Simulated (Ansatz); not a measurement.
# Ta2N monolayer: phonons and vibrational spectra, part 2 of 3

Wanted: phonon frequencies of Ta2N monolayer and what follows from them.

Ansatz 0.2.0; DFT PBEsol, scalar-relativistic, plane waves, PAW; PAW set soft_1.

So far. Step 2 (Rough relaxation): The program solves this slab on a cell height of its own, 28.6 Å, in place of the one typed.

**4. Relaxing to small forces for the phonons**

Phonons need a cell at rest on their own settings, so the relaxation is repeated with tight tolerances on forces and stress on the k mesh and occupations of the first response run.

The input, input.yaml:

```yaml
crystal:
  lattice:
    - [3.0652300475, 0.0, 0.0]
    - [-1.5326150238, 2.6545670895, 0.0]
    - [0.0, 0.0, 28.6]
  atoms:
    - { symbol: "N", position: [0.0, 0.0, 0.3496503497] }
    - { symbol: Ta, position: [0.3333333333, 0.6666666667, 0.3901158861] }
    - { symbol: Ta, position: [0.6666666667, 0.3333333333, 0.3091848133] }
  periodic: [true, true, false]
kpoints:
  mp_grid: { grid: [18, 18, 1] }
hamiltonian:
  xc: pbesol
  pseudopotentials: { kind: paw, azcp: { folder: soft_1 }, xc_functional: pbe }
scf:
  occupations: { method: methfessel_paxton, width: 0.2 }
output:
  forces: true
  stress: true
  eigenvalues: true
  write_density: true
  write_potential: true
  elf: true
  volumetric_format: npy
relax:
  adjacent_minimum: "off"
  f_tol: 0.001
  max_steps: 60
  cell: { stress_2d_tol: 0.002 }
```

On the command line:

```console
$ ansatz run input.yaml --threads 4 --pin off --max-ram 16384MiB --backend cpu --events-out ev --progress --plain --runs-dir out
```

Numbers of over 12 decimals in the logs are rounded to 6 here.

Log:

```text
[...]
Crystal: 3 atoms, lattice volume = 232.714 Å³
Basis set: ecut = 420 eV, 4499 PW (Γ), exchange–correlation on 48×48×384 points (8 copies of the dense FFT grid, shifted against one another)
Bands: 20, of which v1, the nominal top of the filled ones, is band 16 counted from 1 (15 counted from 0)
Symmetry: 12 space group operations
[...]
k-points: 37 of 324
[...]
--- Relaxed structure (5 steps of the walk, 5 accepted, 1 SCFs on fresh bases) ---
[...]
cell:  # Å, volume = 233.1543 Å³
    - [3.068128, 2.8894783133982397e-11, 0]
    - [-1.534064, 2.657076, 0]
    - [0, 0, 28.6]
  atoms:
    - { symbol: N, position: [0, 0, 0.349650] }
    - { symbol: Ta, position: [0.333333, 0.666667, 0.389981] }
    - { symbol: Ta, position: [0.666667, 0.333333, 0.309319] }
[key lines of the parts left out:]
SCF converged after 7 iterations
Free energy (F): -19992.854687 eV
Fermi energy:    -4.893894 eV
P = ½ c Tr σ = 0.0018 N/m
```

Wall time 19 s (4 threads of Arm Neoverse V2, shared host); peak memory 0.58 GiB.

Little changed from the start: no atom moved by 0.005 Å and no cell edge by 0.1 %.

This step gave:

| Quantity | Value |
| --- | --- |
| area per atom | 2.717 Å² |

Electrostatic potential energy in the ac plane at fractional y = 0.333, with atoms of Ta within 0.2 Å of it. With pseudopotentials it is smooth inside the atoms' cores, unlike the true potential.

Ten even steps from '_' (-27 eV) to '@' (0 eV), each cell a mean:
```
@@@@@@@@@@@@@@@@@@@@@@@@@@@@@@@@
@@@@@@@@@@@@@@@@@@@@@@@@@@@@@@@@
@@@@@@@@@@@@@@@@@@@@@@@@@@@@@@@@
@@@@@@@@@@@@@@@@@@@@@@@@@@@@@@@@
@@@@@@@@@@@@@@@@@@@@@@@@@@@@@@@@
@@@@@@@@@@@@@@@@@@@@@@@@@@@@@@@@
@@@@@@@@@@@@@@@@@@@@@@@@@@@@@@@@
@@@@@@@@@@@@@@@@@@@@@@@@@@@@@@@@
@@@@@@@@@@@@@@@@@@@@@@@@@@@@@@@@
@@@@@@@@@@@@@@@@@@@@@@@@@@@@@@@@
@@@@@@@@@@@@@@@@@@@@@@@@@@@@@@@@
@@@@@@@@@@@@@@@@@@@@@@@@@@@@@@@@
@@@@@@@@@@@@@@@@@@@@@@@@@@@@@@@@
%%%%####%%%%%%@@@@@@@@@@@@@@@@%%
==::....::--++**##%%%%%%%%####++
****++++******++++==========++**
==**####**++..__________________
%%%%@@@@@@%%##**++========++**##
@@@@@@@@@@@@@@@@@@@@@@@@@@@@@@@@
@@@@@@@@@@@@@@@@@@@@@@@@@@@@@@@@
@@@@@@@@@@@@@@@@@@@@@@@@@@@@@@@@
@@@@@@@@@@@@@@@@@@@@@@@@@@@@@@@@
@@@@@@@@@@@@@@@@@@@@@@@@@@@@@@@@
@@@@@@@@@@@@@@@@@@@@@@@@@@@@@@@@
```
Columns run along a (3.1 Å; values clipped at the 3rd and 97th percentile), rows up along c (28.6 Å). Atoms in or near the plane, at fractional coordinates: Ta at (0.67, 0.31).

ELF in the ac plane at fractional y = 0.333, with atoms of Ta within 0.2 Å of it. It is the smooth field of the valence electrons, not physical close to the nuclei.

Ten even steps from '0' (0.00) to '9' (0.78), each cell a mean:
```
0000000000000000
0000000000000000
0000000000000000
0000000000000000
0000000000000000
0000000000000000
0000000000000000
0000000000000000
0000000000000000
0000000000000000
0000000000000000
0000000000000000
1111112233333322
3222234689999875
2344332346777532
4566543334444333
2244324798557985
3577642222333222
1222221100000001
0000000000000000
0000000000000000
0000000000000000
0000000000000000
0000000000000000
```
Columns run along a (3.1 Å), rows up along c (28.6 Å). Atoms in or near the plane, at fractional coordinates: Ta at (0.67, 0.31).

Valence density in the ac plane at fractional y = 0.333, with atoms of Ta within 0.2 Å of it. It is the smooth field of the valence electrons, not physical close to the nuclei.

Values in e/Å³, 24 rows by 16 columns, each cell a mean:
```
0.0 0.0 0.0 0.0 0.0 0.0 0.0 0.0 0.0 0.0 0.0 0.0 0.0 0.0 0.0 0.0
0.0 0.0 0.0 0.0 0.0 0.0 0.0 0.0 0.0 0.0 0.0 0.0 0.0 0.0 0.0 0.0
0.0 0.0 0.0 0.0 0.0 0.0 0.0 0.0 0.0 0.0 0.0 0.0 0.0 0.0 0.0 0.0
0.0 0.0 0.0 0.0 0.0 0.0 0.0 0.0 0.0 0.0 0.0 0.0 0.0 0.0 0.0 0.0
0.0 0.0 0.0 0.0 0.0 0.0 0.0 0.0 0.0 0.0 0.0 0.0 0.0 0.0 0.0 0.0
0.0 0.0 0.0 0.0 0.0 0.0 0.0 0.0 0.0 0.0 0.0 0.0 0.0 0.0 0.0 0.0
0.0 0.0 0.0 0.0 0.0 0.0 0.0 0.0 0.0 0.0 0.0 0.0 0.0 0.0 0.0 0.0
0.0 0.0 0.0 0.0 0.0 0.0 0.0 0.0 0.0 0.0 0.0 0.0 0.0 0.0 0.0 0.0
0.0 0.0 0.0 0.0 0.0 0.0 0.0 0.0 0.0 0.0 0.0 0.0 0.0 0.0 0.0 0.0
0.0 0.0 0.0 0.0 0.0 0.0 0.0 0.0 0.0 0.0 0.0 0.0 0.0 0.0 0.0 0.0
0.0 0.0 0.0 0.0 0.0 0.0 0.0 0.0 0.0 0.0 0.0 0.0 0.0 0.0 0.0 0.0
0.0 0.0 0.0 0.0 0.0 0.0 0.0 0.0 0.0 0.0 0.0 0.0 0.0 0.0 0.0 0.0
0.0 0.0 0.0 0.0 0.0 0.0 0.0 0.0 0.0 0.0 0.0 0.0 0.0 0.0 0.0 0.0
0.1 0.1 0.1 0.1 0.1 0.1 0.1 0.1 0.1 0.1 0.1 0.1 0.1 0.1 0.1 0.1
0.5 0.6 0.8 0.8 0.7 0.6 0.4 0.3 0.3 0.2 0.2 0.2 0.2 0.3 0.3 0.3
0.5 0.6 0.6 0.6 0.6 0.5 0.4 0.4 0.5 0.7 0.8 0.8 0.7 0.6 0.5 0.4
0.5 0.3 0.3 0.3 0.3 0.4 0.8 1.8 3.3 4.2 4.2 4.1 4.3 3.7 2.3 1.0
0.1 0.1 0.1 0.1 0.1 0.1 0.1 0.2 0.3 0.5 0.6 0.6 0.5 0.4 0.2 0.2
0.0 0.0 0.0 0.0 0.0 0.0 0.0 0.0 0.0 0.0 0.0 0.0 0.0 0.0 0.0 0.0
0.0 0.0 0.0 0.0 0.0 0.0 0.0 0.0 0.0 0.0 0.0 0.0 0.0 0.0 0.0 0.0
0.0 0.0 0.0 0.0 0.0 0.0 0.0 0.0 0.0 0.0 0.0 0.0 0.0 0.0 0.0 0.0
0.0 0.0 0.0 0.0 0.0 0.0 0.0 0.0 0.0 0.0 0.0 0.0 0.0 0.0 0.0 0.0
0.0 0.0 0.0 0.0 0.0 0.0 0.0 0.0 0.0 0.0 0.0 0.0 0.0 0.0 0.0 0.0
0.0 0.0 0.0 0.0 0.0 0.0 0.0 0.0 0.0 0.0 0.0 0.0 0.0 0.0 0.0 0.0
```
Columns run along a (3.1 Å), rows up along c (28.6 Å). Atoms in or near the plane, at fractional coordinates: Ta at (0.67, 0.31).

The largest force component left is 0.012 meV/Å, within the tolerances set.

**5. Zone-centre response**

The zone centre comes first: it holds the modes that light can see, as far as symmetry allows. No field response is asked, since the mesh shows no gap.

input.yaml, the sections that differ from step 4:

```yaml
crystal:
  lattice:
    - [3.0681275535, 0.0, 0.0]
    - [-1.5340637768, 2.6570764034, 0.0]
    - [0.0, 0.0, 28.6]
  atoms:
    - { symbol: "N", position: [0.0, 0.0, 0.3496503497] }
    - { symbol: Ta, position: [0.3333333333, 0.6666666667, 0.3899813597] }
    - { symbol: Ta, position: [0.6666666667, 0.3333333333, 0.3093193397] }
  periodic: [true, true, false]
output:
  eigenvalues: true
phonons:
  method: dfpt
# kpoints, hamiltonian, scf: as in step 4
# relax: removed
```

Log:

```text
Warning: crystal.symmetry: narrowed to the stabiliser of the run's FFT grids — unitary ops 12 → 6. A phonons.method: dfpt run fills in the rows of the dynamical matrix that it does not solve by its symmetry operations, which is exact only for operations that map its FFT grids onto themselves: filled in by any other, the frequencies could depend on the order in which like atoms are typed, or, by more than the grids' own error, on where the crystal sits among the grids' points. Excluded: 6 operations. The run can therefore solve more perturbations, solve them on more k-points, or both, and cost more. [rest of the remark cut]
[...]
Crystal: 3 atoms, lattice volume = 233.154 Å³
Basis set: ecut = 420 eV, 4535 PW (Γ), exchange–correlation on 48×48×384 points (8 copies of the dense FFT grid, shifted against one another)
Bands: 20, of which v1, the nominal top of the filled ones, is band 16 counted from 1 (15 counted from 0)
Symmetry: 12 space group operations
k-points: 91 of 324 (irreducible under 2 space group operations, time reversal used)
[...]
SCF iter   1: F=—  HF=-19995.308566 eV  |F-HF|=—  |Δ(HF+E_count)|=         —  Δρ=4.88e-2  dr2=1.20e1  ethr=3.10e-3  ⟨swp⟩=10.7  Hψ=14393  notcnv=0
[...]
SCF iter  11: F=-19992.854687 eV  HF=-19992.854687 eV  |F-HF|=5.46e-11  |Δ(HF+E_count)|=  5.71e-10  S|Δr|=    0.00e0  Δρ=2.69e-8  dr2=1.24e-12  ethr=1.00e-12  ⟨swp⟩=17.1  Hψ=17004  notcnv=0
SCF 1 converged in 11 iterations: F = -19992.854687 eV  dr2 = 1.24e-12
[...]
DFPT response loops at Γ: preconditioner auto → none (partly filled bands, converged f_vac=0.746); β = 0.50; Broyden in place of MSR1
SCF converged after 11 iterations
[...]
Free energy (F): -19992.854687 eV
[...]
Internal energy: -19992.857832 eV  (E = F + TS)
E sigma→0 (E₀):  -19992.855473 eV
Entropy (-TS):   0.003145 eV (1.048 meV/atom)
Fermi energy:    -4.893898 eV
[...]
--- Band table (eV; the first three rows and the last of 91) ---
  k-point 0: bands = [... 12 lower, -7.5687, -5.9408, -5.7311, -5.6025, -5.6025, -3.4592, -3.4335, -3.4335]
  k-point 1: bands = [... 12 lower, -7.4453, -6.0938, -5.7322, -5.6689, -5.5308, -3.8831, -3.4883, -2.8685]
  k-point 2: bands = [... 12 lower, -7.1589, -6.4561, -6.0442, -5.5196, -5.3241, -3.9896, -3.5388, -2.9017]
  k-point 90: bands = [... 12 lower, -7.4616, -6.5422, -5.8232, -4.8004, -3.1701, -3.0007, -1.8801, -1.4827]
--- Phonons (Γ-DFPT): 6 representative perturbations + reference, on 91 of 324 k-points (Σ response iterations 32) ---
  ASR residual: 1.874e-5 → 0.000e0 eV/Å²; symmetrization residual: 1.228e-5 eV/Å²
  The last average, over the group as it would stand without the narrowing to the FFT grids, took up to 2.088e-6 eV/Å² of the zone centre's force constants
  ASR residual per site (eV/Å²): 1.77e-5 1.87e-5 1.74e-5
  Γ frequencies (cm⁻¹): 0.00 0.00 0.00 121.11 121.11 188.99 542.00 542.00 587.39
  non-analytic LO–TO correction: not included (Born effective charges unavailable; polar crystals: no LO–TO splitting at Γ)
```

Wall time 84 s (4 threads); peak memory 1.5 GiB.

The column dr2 measures how far the density is from self-consistency, as an energy; F and HF (Harris–Foulkes) agree once it is small.

This step gave:

```
sum-rule residual before enforcement                    : 1.87e-5 eV/Å²
point group                                             : -3m
highest optical mode at the zone centre (no LO-TO term) : 587.4 cm⁻¹
lowest optical zone-centre mode                         : 121.1 cm⁻¹
```

Patterns of degenerate modes are one choice out of their space. The modes at Γ (shares of kinetic energy by element, %):

| mode | frequency (cm⁻¹) | symmetry | N % | Ta % |
| --- | --- | --- | --- | --- |
| 1 | 0.0 | acoustic | 4 | 96 |
| 2 | 0.0 | acoustic | 4 | 96 |
| 3 | 0.0 | acoustic | 4 | 96 |
| 4 | 121.1 | Eg | 0 | 100 |
| 5 | 121.1 | Eg | 0 | 100 |
| 6 | 189.0 | A1g | 0 | 100 |
| 7 | 542.0 | Eu | 96 | 4 |
| 8 | 542.0 | Eu | 96 | 4 |
| 9 | 587.4 | A2u | 96 | 4 |

Displacements in mode 5 (121.1 cm⁻¹), the largest set to 1:
```
N1   0.00  0.00  0.00
Ta2 -0.34  1.00  0.00
Ta3  0.34 -1.00  0.00
```

Displacements in mode 6 (189.0 cm⁻¹), the largest set to 1:
```
N1   0.00  0.00  0.00
Ta2  0.00  0.00  1.00
Ta3  0.00  0.00 -1.00
```

Before it was imposed, the acoustic sum rule was missed by 1.9e-5 eV/Å². Small misses are needed for a sound result but don't prove that mesh and cutoff are converged. The lowest optical mode is real, 121 cm⁻¹.

**6. Phonons on a q mesh**

Stability and thermal properties need the whole zone. Linear response on a 6×6×1 q mesh gives force constants as far as a supercell of that size would.

Changes to input.yaml since step 5:

```diff
@@ -21 +21,10 @@
   method: dfpt
+  qmesh: [6, 6, 1]
+  temperatures: { t_max: 1000, t_step: 50 }
+  qpath:
+    path:
+      - [0.0, 0.0, 0.0]
+      - [0.5, 0.0, 0.0]
+      - [0.33333333, 0.33333333, 0.0]
+      - [0.0, 0.0, 0.0]
+    npoints: 10
```

Log:

```text
[...]
Crystal: 3 atoms, lattice volume = 233.154 Å³
Basis set: ecut = 420 eV, 4535 PW (Γ), exchange–correlation on 48×48×384 points (8 copies of the dense FFT grid, shifted against one another)
Bands: 20, of which v1, the nominal top of the filled ones, is band 16 counted from 1 (15 counted from 0)
Symmetry: 12 space group operations
k-points: 37 of 324 (irreducible under 6 space group operations, time reversal used)
[...]
SCF iter   1: F=—  HF=-19995.308518 eV  |F-HF|=—  |Δ(HF+E_count)|=         —  Δρ=4.88e-2  dr2=1.20e1  ethr=3.10e-3  ⟨swp⟩=10.8  Hψ=5855  notcnv=0
[...]
SCF iter  11: F=-19992.854687 eV  HF=-19992.854687 eV  |F-HF|=3.64e-11  |Δ(HF+E_count)|=   1.09e-9  S|Δr|=    0.00e0  Δρ=3.52e-8  dr2=2.22e-12  ethr=1.00e-12  ⟨swp⟩=17.7  Hψ=7060  notcnv=0
SCF 1 converged in 11 iterations: F = -19992.854687 eV  dr2 = 2.22e-12
[...]
phonons: the bands overlap, so this run is a metal and interpolates without the dipole-dipole term. If the crystal is really an insulator or semiconductor, its LO-TO splitting is missing
NSCF: frozen V_eff on 37 k-points
WARN: eigensolver did not converge (k=10): 1 band(s) unlocked after 2 eigensolves, warm-restarted (20 sweeps on the last) at ethr=1.22e-12 eV (storage-precision floor; scheduled 1.00e-12 eV) (lowest unlocked band 19, counted from 0; max residual 5.03e-5 eV among the unlocked bands, 5.03e-5 eV over every band; other slots of this pass that fall short are told together in one closing line; warning suppressed until the next SCF loop or pass starts)
WARN: eigensolver did not converge in 2 slots of this pass, the one above among them; of largest residual over every band (k=10): 1 band(s) unlocked (lowest unlocked band 19, counted from 0; max residual 5.03e-5 eV among the unlocked bands, 5.03e-5 eV over every band); of lowest unlocked band (k=10): band 19
[...]
DFPT response loops at q = (0, 0, 0) (fractional): preconditioner auto → none (partly filled bands, converged f_vac=0.746); β = 0.50; Broyden in place of MSR1
[...]
SCF converged after 11 iterations
[...]
Free energy (F): -19992.854687 eV
[...]
Internal energy: -19992.857832 eV  (E = F + TS)
E sigma→0 (E₀):  -19992.855473 eV
Entropy (-TS):   0.003145 eV (1.048 meV/atom)
Fermi energy:    -4.893899 eV
[...]
--- Band table (eV; the first three rows and the last of 37) ---
  k-point 0: bands = [... 12 lower, -7.5687, -5.9408, -5.7311, -5.6025, -5.6025, -3.4592, -3.4335, -3.4335]
  k-point 1: bands = [... 12 lower, -7.4453, -6.0938, -5.7322, -5.6689, -5.5308, -3.8831, -3.4883, -2.8685]
  k-point 2: bands = [... 12 lower, -7.1589, -6.4561, -6.0442, -5.5196, -5.3241, -3.9896, -3.5388, -2.9017]
  k-point 36: bands = [... 12 lower, -6.3791, -6.3764, -6.3764, -4.5639, -3.3921, -3.3921, -1.5947, -1.5947]
--- Phonons (Γ-DFPT): 6 representative perturbations + reference (Σ response iterations 32) ---
  ASR residual: 2.337e-5 → 0.000e0 eV/Å²; symmetrization residual: 7.137e-6 eV/Å²
[...]
ASR residual per site (eV/Å²): 2.34e-5 7.25e-6 3.84e-6
  Γ frequencies (cm⁻¹): 0.00 0.00 0.00 121.11 121.11 188.99 542.00 542.00 587.39
--- Phonons (arbitrary-q DFPT): 7 irreducible q on the 6×6×1 mesh ---
  q = [0.0000, 0.0000, 0.0000] (star 1, of the zone-centre solve; hermiticity 8.34e-7, symmetrization 5.97e-11, taken by the last average 1.63e-7): 0.00 0.00 0.00 121.11 121.11 188.99 542.00 542.00 587.39
  q = [0.0000, 0.1667, 0.0000] (star 6, 9 solved perturbations on 171 of 324 k-point pairs; hermiticity 4.20e-7, symmetrization 2.05e-10, taken by the last average 1.71e-7): 30.70 64.14 91.96 120.65 123.22 184.59 535.54 536.27 571.01
[...]
q = [0.1667, 0.1667, 0.0000] (star 6, 6 solved perturbations in 1485 linear systems a pass and spin channel, the states on 324 of 324 k-point pairs; hermiticity 7.44e-7, symmetrization 1.96e-10, taken by the last average 1.70e-7): 70.89 101.08 115.76 125.47 129.20 184.00 532.21 550.09 560.42
[...]
sum rule: each row above includes the acoustic sum rule's correction from the zone centre's row sums; it moved no ω² by more than (0.67 cm⁻¹)²
  mesh force constants: q→R imaginary residual 3.13e-18; ASR residual 2.337e-5 → 0.000e0 eV/Å²; symmetrization residual 7.105e-15 eV/Å²
  interpolated dispersion: 31 rows × 9 modes
  density of states and harmonic sums: on the 24×24×1 q-mesh, interpolated from the force constants of a 6×6×1 supercell (no non-analytic term)
  largest difference from the sums on the solved wave vectors: F 2.47e-2 eV, S 3.05e-5 and C_V 5.83e-6 eV/K
  zero-point energy: 0.147592 eV/cell   skipped modes (ω ≤ 0): 4, of them read as no rigid motion or as one in doubt: 1 (1.042e-2 modes/cell left out, lowest -3.54 cm⁻¹)   left out of the sums: 1.74e-3 of the cell's modes: C_V's classical limit lies that fraction below 3 k_B per atom; for a crystal, a wire or a layer, F and S can be off by more, and a phonons.interpolated_qmesh denser along its periods is the remedy for the sampling
```

It took 20 min on 4 threads; peak memory 3.1 GiB; 78 min of CPU time.

Numbers from this step:

- sum-rule residual before enforcement: 2.34e-5 eV/Å²
- lowest frequency on the path: -3.659 cm⁻¹
- highest frequency on the path or at a solved wavevector: 587.4 cm⁻¹
- mean frequency: 264.9 cm⁻¹
- lowest mode on the q mesh (acoustic modes at Γ apart): 30.7 cm⁻¹
- zero-point energy per atom: 49.2 meV
- heat capacity at 300 K: 20.89 J/(mol atoms K)
- vibrational entropy at 300 K: 28.96 J/(mol atoms K)
- edges of the widest gap between branches, on path and mesh: 192.3, 518.3 cm⁻¹

Frequencies (cm⁻¹) solved at each irreducible wavevector; negative means imaginary. Frequencies by wavevector, by row:

```csv
q in reciprocal lattice units,star,mode 1,mode 2,mode 3,mode 4,mode 5,mode 6,mode 7,mode 8,mode 9
0 0 0,1,0,0,0,121.1,121.1,189,542,542,587.4
0 0.1667 0,6,30.7,64.1,92,120.7,123.2,184.6,535.5,536.3,571
0 0.3333 0,6,91.6,105.6,117.6,128.2,133.5,182.3,540.6,554.6,560.5
0 -0.5 0,3,99.4,112.6,114.9,127.1,134.7,192.3,518.3,552.3,576.5
0.1667 0.1667 0,6,70.9,101.1,115.8,125.5,129.2,184,532.2,550.1,560.4
0.1667 0.3333 0,12,110.3,113.2,116.1,128.4,141.3,181.7,528,545.3,557.2
0.3333 0.3333 0,2,110.6,128.1,128.1,143.1,143.1,178.2,550.1,550.1,558.5
```

[end of part 2 of 3]

[Logs are printed without paths, hosts, clocks, repeated set-up lines and the standing remarks that a program may print on its own settings, such as how far it seeks lower states.]

[Hosts, paths, dates, database ids (printed as entryN), source tags and the programs' standing remarks are cut or masked in the printed files.]
